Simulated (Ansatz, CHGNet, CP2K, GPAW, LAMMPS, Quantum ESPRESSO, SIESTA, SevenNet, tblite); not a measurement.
**Other levels on glassy 76SiO2-24K2O (mol %) (114 atoms)**

Density of this cell: 2.31 g/cm³. The cell holds 114 atoms: 29 Si, 18 K and 67 O. Its edges and angles: a = 12.299 Å, b = 12.299 Å, c = 12.299 Å, α = 90.0°, β = 90.0°, γ = 90.0°. 114 atoms (29 Si, 18 K, 67 O) placed at random at 2.38 g/cm³, melted at 4000 K for 10 ps at fixed volume with the Morse and Coulomb pair potential with partial charges (Pedone, Malavasi, Menziani, Cormack and Segre, J. Phys. Chem. B 110, 11780 (2006)). Quenched from 4000 K to 300 K at 25 K/ps and fixed volume, held 10 ps at zero pressure, then minimised at fixed cell.

Geometry: as built.

The reference, a calculation:

* method: Kohn-Sham DFT, PBE, PAW, plane waves (Ansatz 0.2.0); cutoff 420 eV, Γ point, fermi-dirac smearing of 0.05 eV; PAW set soft_2
* r.m.s. force component: 0.9849 eV/Å
* longest force: 3.829 eV/Å
* pressure: 4.588 GPa
* gap (highest filled to lowest empty level): 2.135 eV
* SCF cycles: 9
* time: 38 s on 4 threads of Arm Neoverse V1, shared host
* CPU time: 2.4 min

Runs, in no order:
A. SIESTA PBE, DZ, shift 0.01 Ry, mesh 500 Ry: Kohn-Sham DFT, PBE, PseudoDojo 0.4.1 norm-conserving pseudopotentials (converted to PSML), numerical atomic orbitals (DZ), diagonalisation
B. CHGNet 0.3.0 potential: machine-learned interatomic potential CHGNet 0.3.0, trained on PBE(+U) plane-wave data
C. QE PBE, sssp-1.3.0-efficiency, 35/280 Ry: Kohn-Sham DFT, PBE, SSSP efficiency 1.3.0 pseudopotentials, plane waves
D. SevenNet l3i5 potential: machine-learned interatomic potential SevenNet l3i5, trained on PBE(+U) plane-wave data
E. GPAW PBE, LCAO dzp, h 0.18 Å: Kohn-Sham DFT, PBE, PAW, atomic orbitals (dzp)

**Question.** Rank the runs by how far their forces lie from the reference's, least first.

C, D, B, E, A.

```
                                          run  Δ force, r.m.s. (meV/Å)  share of r.m.s. force (%)  CPU time
  C. QE PBE, sssp-1.3.0-efficiency, 35/280 Ry                     32.6                       3.31    14 min
                   D. SevenNet l3i5 potential                     59.1                       6.00      12 s
                    B. CHGNet 0.3.0 potential                      136                       13.8     4.1 s
              E. GPAW PBE, LCAO dzp, h 0.18 Å                      327                       33.2    11 min
A. SIESTA PBE, DZ, shift 0.01 Ry, mesh 500 Ry                      869                       88.2   4.6 min
```

Machine-learned potentials mimic data converged in k, so the reference's own k-point error enters their differences. The network of bonds at the start is that of the classical potential that made the cell, and needn't be the one that DFT or experiment would give. The electronic-structure runs sample only Γ, in a cell whose shortest periodic width is 12 Å.

[Logs are printed without paths, hosts, clocks, repeated set-up lines and the standing remarks that a program may print on its own settings, such as how far it seeks lower states.]

[Hosts, paths, dates, database ids (printed as entryN), source tags and the programs' standing remarks are cut or masked in the printed files.]
